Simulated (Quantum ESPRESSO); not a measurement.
# FeO (Wuestite): which magnetic order is lowest, part 2 of 2

A self-consistent run ends on one state, which hangs on the start. Several orders of FeO (Wuestite) are started in Quantum ESPRESSO and their energies compared.

Quantum ESPRESSO 7.5; PBEsol with U = 4.5 eV on Fe d (ortho-atomic projectors); plane waves with GBRV 1.5 PBEsol potentials, no spin-orbit coupling.

So far, absolute magnetization (μB): step 2 (run 1, typed as ferro +) 4.04.

The database entry behind the starting cell differs from later determinations by our own check (inexact against later determinations), so it need not match the best structure at ambient conditions.

## (3) Run 2, typed as antiferro q=(0,1/2,1/2) +−

This order needs a doubled cell of 4 atoms. The wavevector q is in fractions of the reciprocal vectors of the crystal's primitive cell, as the cells of these inputs are built from it; moments change sign between cells as cos(2π q·R).

pw.in

```
&CONTROL
  calculation = 'scf'
  prefix = 'pwscf'
  outdir = './tmp'
  pseudo_dir = './pseudo'
  disk_io = 'nowf'
/
&SYSTEM
  ibrav = 0
  nat = 4
  ntyp = 3
  ecutwfc = 40
  ecutrho = 280
  nbnd = 31
  occupations = 'smearing'
  smearing = 'fd'
  degauss = 0.00367493
  nspin = 2
  starting_magnetization(1) = 0.25
  starting_magnetization(2) = -0.25
  starting_magnetization(3) = 0
/
&ELECTRONS
  conv_thr = 8d-09
  electron_maxstep = 150
  mixing_beta = 0.3
/
ATOMIC_SPECIES
Fe1    55.8450 fe_pbesol_v1.5.uspp.F.UPF
Fe2    55.8450 fe_pbesol_v1.5.uspp.F.UPF
O      15.9990 o_pbesol_v1.2.uspp.F.UPF
CELL_PARAMETERS angstrom
   0.0000000000    2.1554000000    2.1554000000
   4.3108000000    0.0000000000    4.3108000000
   4.3108000000    2.1554000000    2.1554000000
ATOMIC_POSITIONS crystal
Fe1     0.0000000000    0.0000000000    0.0000000000
Fe2     0.0000000000    0.5000000000    0.0000000000
O       0.5000000000    0.0000000000    0.5000000000
O       0.5000000000    0.5000000000    0.5000000000
K_POINTS automatic
8 4 8 0 0 0
HUBBARD {ortho-atomic}
U Fe1-3d 4.5000
U Fe2-3d 4.5000
```

On the command line:

```console
$ OMP_NUM_THREADS=1 mpirun -n 4 pw.x -nk 4 -in pw.in > pw.out
```

The log of the run:

```text
[banner, memory and clock lines left out]
Program PWSCF v.7.5 starts

     Message from routine setup:
     using ibrav=0 with symmetry is DISCOURAGED, use correct ibrav instead

     bravais-lattice index     =            0
     lattice parameter (alat)  =       5.7603  a.u.
     unit-cell volume          =     270.2964 (a.u.)^3
     number of atoms/cell      =            4
     number of atomic types    =            3
     number of electrons       =        44.00
     number of Kohn-Sham states=           31
     kinetic-energy cutoff     =      40.0000  Ry
     charge density cutoff     =     280.0000  Ry
     scf convergence threshold =      8.0E-09
     mixing beta               =       0.3000
     number of iterations used =            8  plain     mixing
     Exchange-correlation= SLA  PW   PSX  PSC
                           (   1   4  10   8   0   0   0)
     Hubbard projectors: ortho-atomic
     Hubbard parameters of DFT+U (Dudarev formulation) in eV:
     U(Fe1-3d) =  4.5000
     U(Fe2-3d) =  4.5000

     Internal variables: lda_plus_u =T, lda_plus_u_kind = 0

     Internal variables: orbital_resolved =F, hub_pot_fix =F, apply_U = F

     celldm(1)=   5.760255  celldm(2)=   0.000000  celldm(3)=   0.000000
     celldm(4)=   0.000000  celldm(5)=   0.000000  celldm(6)=   0.000000

     crystal axes: (cart. coord. in units of alat)
               a(1) = (   0.000000   0.707107   0.707107 )
               a(2) = (   1.414214   0.000000   1.414214 )
               a(3) = (   1.414214   0.707107   0.707107 )

     reciprocal axes: (cart. coord. in units 2 pi/alat)
               b(1) = ( -0.707107  0.707107  0.707107 )
               b(2) = ( -0.000000 -0.707107  0.707107 )
               b(3) = (  0.707107  0.707107 -0.707107 )

     PseudoPot. # 1 for Fe read from file:
     fe_pbesol_v1.5.uspp.F.UPF
     Pseudo is Ultrasoft + core correction, Zval = 16.0

     PseudoPot. # 2 for Fe read from file:
     fe_pbesol_v1.5.uspp.F.UPF
     Pseudo is Ultrasoft + core correction, Zval = 16.0

     PseudoPot. # 3 for O  read from file:
     o_pbesol_v1.2.uspp.F.UPF
     Pseudo is Ultrasoft + core correction, Zval =  6.0

     atomic species   valence    mass     pseudopotential
     Fe1              16.00    55.84500     Fe( 1.00)
     Fe2              16.00    55.84500     Fe( 1.00)
     O                 6.00    15.99900     O ( 1.00)

     Starting magnetic structure
     atomic species   magnetization
     Fe1             0.250
     Fe2            -0.250
     O               0.000

     16 Sym. Ops., with inversion, found

   Cartesian axes

     site n.     atom                  positions (alat units)
         1        Fe1    tau(   1) = (   0.0000000   0.0000000   0.0000000  )
         2        Fe2    tau(   2) = (   0.7071068   0.0000000   0.7071068  )
         3        O      tau(   3) = (   0.7071068   0.7071068   0.7071068  )
         4        O      tau(   4) = (   1.4142136   0.7071068   1.4142136  )

     number of k points=    39  Fermi-Dirac smearing, width (Ry)=  0.0037
                       cart. coord. in units 2pi/alat
        k(    1) = (   0.0000000   0.0000000   0.0000000), wk =   0.0039062
        k(    2) = (   0.0883883   0.0883883  -0.0883883), wk =   0.0312500
        k(    3) = (   0.1767767   0.1767767  -0.1767767), wk =   0.0312500
        k(    4) = (   0.2651650   0.2651650  -0.2651650), wk =   0.0312500
        k(    5) = (  -0.3535534  -0.3535534   0.3535534), wk =   0.0078125
        [... 34 further k-points ...]

     Dense  grid:    21495 G-vectors     FFT dimensions: (  32,  64,  54)

     Smooth grid:     9213 G-vectors     FFT dimensions: (  24,  48,  45)

     Check: negative core charge=   -0.000047
     Generating pointlists ...
     new r_m :   0.2917 (alat units)  1.6802 (a.u.) for type    1
     new r_m :   0.2917 (alat units)  1.6802 (a.u.) for type    2
     new r_m :   0.2917 (alat units)  1.6802 (a.u.) for type    3

     Initial potential from superposition of free atoms

     starting charge      42.0000, renormalised to      44.0000

     STARTING HUBBARD OCCUPATIONS:

     =================== HUBBARD OCCUPATIONS ===================
     ------------------------ ATOM    1 ------------------------
     Tr[ns(  1)] (up, down, total) =   5.00000  0.00000  5.00000
     Atomic magnetic moment for atom   1 =   5.00000
     [... lines left out ...]
     ------------------------ ATOM    2 ------------------------
     Tr[ns(  2)] (up, down, total) =   0.00000  5.00000  5.00000
     Atomic magnetic moment for atom   2 =  -5.00000
     [... lines left out ...]
     Number of occupied Hubbard levels =   10.0000

     Atomic wfc used for Hubbard projectors are orthogonalized

     Starting wfcs are   34 randomized atomic wfcs

     Self-consistent Calculation

     iteration #  1     ecut=    40.00 Ry     beta= 0.30
     Davidson diagonalization with overlap
     ethr =  1.00E-02,  avg # of iterations =  2.7

     =================== HUBBARD OCCUPATIONS ===================
     ------------------------ ATOM    1 ------------------------
     Tr[ns(  1)] (up, down, total) =   4.86286  0.59863  5.46148
     Atomic magnetic moment for atom   1 =   4.26423
     [... lines left out ...]
     ------------------------ ATOM    2 ------------------------
     Tr[ns(  2)] (up, down, total) =   0.59908  4.86285  5.46193
     Atomic magnetic moment for atom   2 =  -4.26377
     [... lines left out ...]
     Number of occupied Hubbard levels =   10.9234

     total energy              =    -563.99133338 Ry
     estimated scf accuracy    <       1.62767273 Ry

     total magnetization       =     0.00 Bohr mag/cell
     absolute magnetization    =     8.71 Bohr mag/cell

     iteration #  2     ecut=    40.00 Ry     beta= 0.30
     Davidson diagonalization with overlap
     ethr =  3.70E-03,  avg # of iterations =  2.6

     total energy              =    -564.43054863 Ry
     estimated scf accuracy    <       0.30103649 Ry

     total magnetization       =    -0.00 Bohr mag/cell
     absolute magnetization    =     7.56 Bohr mag/cell

     [... further iterations left out ...]

     iteration # 28     ecut=    40.00 Ry     beta= 0.30
     Davidson diagonalization with overlap
     ethr =  2.33E-10,  avg # of iterations =  2.1

     total energy              =    -564.46808633 Ry
     estimated scf accuracy    <       0.00000016 Ry

     total magnetization       =    -0.00 Bohr mag/cell
     absolute magnetization    =     7.75 Bohr mag/cell

     iteration # 29     ecut=    40.00 Ry     beta= 0.30
     Davidson diagonalization with overlap
     ethr =  2.33E-10,  avg # of iterations =  1.2

     Magnetic moment per site  (integrated on atomic sphere of radius R)
     atom   1 (R=0.292)  charge= 13.5199  magn=  3.5430
     atom   2 (R=0.292)  charge= 13.5199  magn= -3.5430
     atom   3 (R=0.292)  charge=  5.8385  magn= -0.0850
     atom   4 (R=0.292)  charge=  5.8385  magn=  0.0850

     End of self-consistent calculation

     =================== HUBBARD OCCUPATIONS ===================
     ------------------------ ATOM    1 ------------------------
     Tr[ns(  1)] (up, down, total) =   4.94556  1.18977  6.13532
     Atomic magnetic moment for atom   1 =   3.75579
     [... lines left out ...]
     ------------------------ ATOM    2 ------------------------
     Tr[ns(  2)] (up, down, total) =   1.18977  4.94555  6.13532
     Atomic magnetic moment for atom   2 =  -3.75578
     [... lines left out ...]
     Number of occupied Hubbard levels =   12.2706

     [... lines left out ...]
     the Fermi energy is    15.0287 ev

!    total energy              =    -564.46808640 Ry
     estimated scf accuracy    <          6.5E-09 Ry
     smearing contrib. (-TS)   =      -0.00359592 Ry
     internal energy E=F+TS    =    -564.46449049 Ry

     The total energy is F=E-TS. E is the sum of the following terms:
     one-electron contribution =    -273.00391605 Ry
     hartree contribution      =     160.80413589 Ry
     xc contribution           =     -72.50168577 Ry
     ewald contribution        =    -380.05511204 Ry
     Hubbard energy            =       0.29208748 Ry

     total magnetization       =     0.00 Bohr mag/cell
     absolute magnetization    =     7.76 Bohr mag/cell

     convergence has been achieved in  29 iterations
```

Wall time 46 s (4 MPI ranks of Arm Neoverse V2, shared host); peak memory 0.42 GiB.

Spin moment in the atom's sphere by atom:

```csv
atom,spin moment in the atom's sphere (μB)
Fe1,3.54
Fe2,-3.54
O3,-0.09
O4,0.09
```

Numbers from this step:

```yaml
smearing_term_ts: 0.04892 eV
magnetization: 0 μB
absolute_magnetization: 7.755 μB
final_state: antiferromagnetic
```

Spin density in the ac plane of the conventional cell at fractional y = 0.000, with atoms of Fe and O within 0.2 Å of it.

Ten even steps from '0' (-7.7 e/Å³) to '9' (7.7 e/Å³), each cell a mean:
```
86555444445557
65555444445555
55554444445555
55544444444555
55544444444455
55544432444455
55544310244455
55544421344455
55544443444455
55544444444555
55554444445555
55555444445555
75555444445556
97554444445568
```
Columns run along a (4.3 Å), rows up along c (4.3 Å), edges of the conventional cell, whose origin can differ from the input's. Atoms in or near the plane, at fractional coordinates: Fe at (0.00, 0.00), Fe at (0.50, 0.50), O at (0.50, 0.00), O at (0.00, 0.50).

Valence density in the ac plane of the conventional cell at fractional y = 0.000, with atoms of Fe and O within 0.2 Å of it. It is the smooth field of the valence electrons, not physical close to the nuclei.

Ten even steps from '_' (0 e/Å³) to '@' (22 e/Å³), each cell a mean:
```
@@++________::::..______..%%
::..__________..__________::
____________________________
____________________________
______________..____________
....______..==**--________..
--..______::@@@@**..____..::
::..______..%%@@++________::
..__________::::..__________
____________________________
____________________________
..__________________________
**--________......______..==
@@**..____..::--..______::@@
```
Columns run along a (4.3 Å), rows up along c (4.3 Å), edges of the conventional cell, whose origin can differ from the input's. Atoms in or near the plane, at fractional coordinates: Fe at (0.00, 0.00), Fe at (0.50, 0.50), O at (0.50, 0.00), O at (0.00, 0.50).

## (4) Run 3 (antiferro q=(0,0,1/2) +−)

The cell is doubled to 4 atoms to hold this order.

pw.in: that of step 3 with these lines changed.

```diff
@@ -33,11 +33,11 @@
    0.0000000000    2.1554000000    2.1554000000
-   4.3108000000    0.0000000000    4.3108000000
-   4.3108000000    2.1554000000    2.1554000000
+   2.1554000000    0.0000000000    2.1554000000
+   4.3108000000    4.3108000000    0.0000000000
 ATOMIC_POSITIONS crystal
 Fe1     0.0000000000    0.0000000000    0.0000000000
-Fe2     0.0000000000    0.5000000000    0.0000000000
-O       0.5000000000    0.0000000000    0.5000000000
-O       0.5000000000    0.5000000000    0.5000000000
+Fe2     0.0000000000    0.0000000000    0.5000000000
+O       0.5000000000    0.5000000000    0.2500000000
+O       0.5000000000    0.5000000000    0.7500000000
 K_POINTS automatic
-8 4 8 0 0 0
+8 8 4 0 0 0
 HUBBARD {ortho-atomic}
```

The log of the run:

```text
     [... lines left out ...]
Program PWSCF v.7.5 starts
     [... lines left out ...]
     number of atoms/cell      =            4
     [... lines left out ...]
     number of electrons       =        44.00
     number of Kohn-Sham states=           31
     kinetic-energy cutoff     =      40.0000  Ry
     charge density cutoff     =     280.0000  Ry
     scf convergence threshold =      8.0E-09
     [... lines left out ...]
     12 Sym. Ops., with inversion, found
     [... lines left out ...]
     number of k points=    35  Fermi-Dirac smearing, width (Ry)=  0.0037
     [... lines left out ...]
     iteration # 16     ecut=    40.00 Ry     beta= 0.30
     [... lines left out ...]
     Magnetic moment per site  (integrated on atomic sphere of radius R)
     atom   1 (R=0.292)  charge= 13.5317  magn=  3.4927
     atom   2 (R=0.292)  charge= 13.5317  magn= -3.4927
     atom   3 (R=0.292)  charge=  5.8387  magn=  0.0000
     atom   4 (R=0.292)  charge=  5.8387  magn=  0.0000
     [... lines left out ...]
     Tr[ns(  1)] (up, down, total) =   4.93904  1.21322  6.15226
     [... lines left out ...]
     Tr[ns(  2)] (up, down, total) =   1.21321  4.93903  6.15224
     [... lines left out ...]
     the Fermi energy is    14.5006 ev
!    total energy              =    -564.51434418 Ry
     estimated scf accuracy    <          1.1E-09 Ry
     smearing contrib. (-TS)   =      -0.00174873 Ry
     [... lines left out ...]
     total magnetization       =     0.00 Bohr mag/cell
     absolute magnetization    =     7.55 Bohr mag/cell
     convergence has been achieved in  16 iterations
```

Run time: 16 s. Hardware: 4 MPI ranks; peak memory 0.37 GiB.

Spin moment in the atom's sphere by atom:

```csv
atom,spin moment in the atom's sphere (μB)
Fe1,3.49
Fe2,-3.49
O3,0.00
O4,0.00
```

Numbers from this step:

| Quantity | Value |
| --- | --- |
| smearing term TS | 0.02379 eV |
| magnetization | 0 μB |
| absolute magnetization | 7.553 μB |
| final state | antiferromagnetic |

## (5) Ranking

An order is kept where moments of 0.15 μB or more survive with the typed signs; meshes match where a doubled cell samples the same k points as the first cell.

Orders:

```csv
start,final state,typed order kept,energy over the lowest (meV a seeded atom),largest site moment (μB),net moment (μB a cell of the first run),mesh matched,CPU time (s)
ferro +,ferromagnetic,yes,33.76,3.584,4.004,yes,14.2
"antiferro q=(0,1/2,1/2) +-",antiferromagnetic,yes,314.7,3.543,0,yes,184.2
"antiferro q=(0,0,1/2) +-",antiferromagnetic,yes,0,3.493,0,yes,64.57
```

## (6) Fillings of the first corrected shells

```csv
start,type,spin,occupation numbers
ferro +,Fe,up,0.989 0.989 0.989 0.993 0.993
ferro +,Fe,down,0.094 0.094 0.329 0.329 0.329
"antiferro q=(0,1/2,1/2) +-",Fe1,up,0.987 0.987 0.988 0.991 0.992
"antiferro q=(0,1/2,1/2) +-",Fe1,down,0.087 0.090 0.295 0.359 0.359
"antiferro q=(0,1/2,1/2) +-",Fe2,up,0.087 0.090 0.294 0.359 0.359
"antiferro q=(0,1/2,1/2) +-",Fe2,down,0.987 0.987 0.988 0.991 0.992
"antiferro q=(0,0,1/2) +-",Fe1,up,0.985 0.985 0.988 0.990 0.990
"antiferro q=(0,0,1/2) +-",Fe1,down,0.045 0.098 0.098 0.486 0.486
"antiferro q=(0,0,1/2) +-",Fe2,up,0.045 0.098 0.098 0.486 0.486
"antiferro q=(0,0,1/2) +-",Fe2,down,0.985 0.985 0.988 0.990 0.990
```

## (7) Summary of results

```
moments, largest by run                         : 3.58, 3.54, 3.49 μB
spread of the energies of the runs with moments : 315 meV a seeded atom
```

**Reading.** Under a U these runs seem to end in unlike orbital states: the fillings of their corrected shells differ, or their energies lie too far apart for exchange alone. The differences are then no exchange energies, and the ranking says little of the magnetic order. Seeding all runs from one set of occupation matrices is the usual remedy. The smearing term is large for its width, so states at the Fermi level are partly filled: at this level the cell is a metal or has a gap of a few widths at most. Degenerate orbitals of a corrected shell are partly filled. Whether a state of lower symmetry lies under this one was not tested; under a U it often does.

[Logs and program files are shortened in this print: banners, set-up blocks, solver, clock and traceback lines can be left out without a mark of their own.]

[Logs are printed without paths, hosts, clocks, repeated set-up lines and the standing remarks that a program may print on its own settings, such as how far it seeks lower states.]

[Hosts, paths, dates, database ids (printed as entryN), source tags and the programs' standing remarks are cut or masked in the printed files.]

[Where a cell is said to come from a database of computed structures, the database is the Materials Project.]
